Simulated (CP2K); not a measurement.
Trifluoromethyloxirane has these distinct C atoms: C2 (bonded to C and 3 F), C5 (bonded to 2 C, O and H) and C6 (bonded to C, O and 2 H).

```xyz
10

F     1.1567    0.7813    1.2652
C     1.1913    0.2352    0.0242
F     1.5127    1.2226   -0.8714
F     2.2268   -0.6496    0.0161
C    -0.1182   -0.4152   -0.3734
C    -1.3969    0.0605    0.1792
O    -0.7941   -1.1771    0.6381
H    -0.0812   -0.8669   -1.3690
H    -1.3955    0.8694    0.9124
H    -2.3015   -0.0602   -0.4213
```

Their partial C K spectra (CP2K XAS_TDP, all-electron GAPW, PBEh(45%), aug-cc-pVDZ, TDA, GW2X-corrected core level, no relativity) are given in random order, each times the number of alike atoms.

Gaussian full width 0.5 eV, oscillator strength per eV, alike atoms added, rows of zeros left out:

```tsv
E (eV)	curve 1	curve 2	curve 3
290.50	0.000	0.000	0.005
290.75	0.004	0.000	0.045
291.00	0.035	0.000	0.094
291.25	0.083	0.000	0.049
291.50	0.050	0.000	0.007
291.75	0.008	0.000	0.000
292.00	0.001	0.000	0.004
292.25	0.012	0.000	0.017
292.50	0.036	0.000	0.037
292.75	0.039	0.000	0.058
293.00	0.026	0.000	0.048
293.25	0.010	0.000	0.015
293.50	0.008	0.000	0.006
293.75	0.009	0.000	0.009
294.00	0.005	0.000	0.004
294.25	0.005	0.000	0.002
294.50	0.005	0.000	0.008
294.75	0.013	0.000	0.025
295.00	0.031	0.000	0.044
295.25	0.035	0.000	0.042
295.50	0.027	0.000	0.034
295.75	0.025	0.000	0.023
296.00	0.018	0.001	0.012
296.25	0.016	0.013	0.010
296.50	0.015	0.088	0.010
296.75	0.013	0.187	0.010
297.00	0.023	0.201	0.006
297.25	0.030	0.108	0.004
297.50	0.015	0.018	0.005
297.75	0.009	0.001	0.005
298.00	0.020	0.000	0.007
298.25	0.029	0.002	0.007
298.50	0.023	0.018	0.005
298.75	0.014	0.037	0.004
299.00	0.012	0.036	0.007
299.25	0.012	0.049	0.009
299.50	0.010	0.036	0.013
299.75	0.005	0.033	0.018
300.00	0.007	0.060	0.014
300.25	0.017	0.048	0.013
300.50	0.021	0.033	0.006
```

**Question.** Which curve belongs to which atom?

Curve 1: C5 (bonded to 2 C, O and H), leading line at 291.28 eV (f = 0.045 an atom), ionisation energy 294.93 eV, term value 3.65 eV. Curve 2: C2 (bonded to C and 3 F), leading line at 296.71 eV (f = 0.073 an atom), ionisation energy 300.41 eV, term value 3.70 eV. Curve 3: C6 (bonded to C, O and 2 H), leading line at 291.01 eV (f = 0.050 an atom), ionisation energy 294.68 eV, term value 3.67 eV. The leading line of an atom is its first one with 35 % of the strongest within 2.5 eV of its lowest line over the strength cut. A line lies at the core ionisation energy, which rises as an atom loses charge to its neighbours or to a π system, less the term value, which is large for a low π* or σ* orbital with weight on that atom.

[Banner, clock and machine lines of the logs are left out without a mark of their own.]

[Logs are printed without paths, hosts, clocks, repeated set-up lines and the standing remarks that a program may print on its own settings, such as how far it seeks lower states.]

[Hosts, paths, dates, database ids (printed as entryN), source tags and the programs' standing remarks are cut or masked in the printed files.]
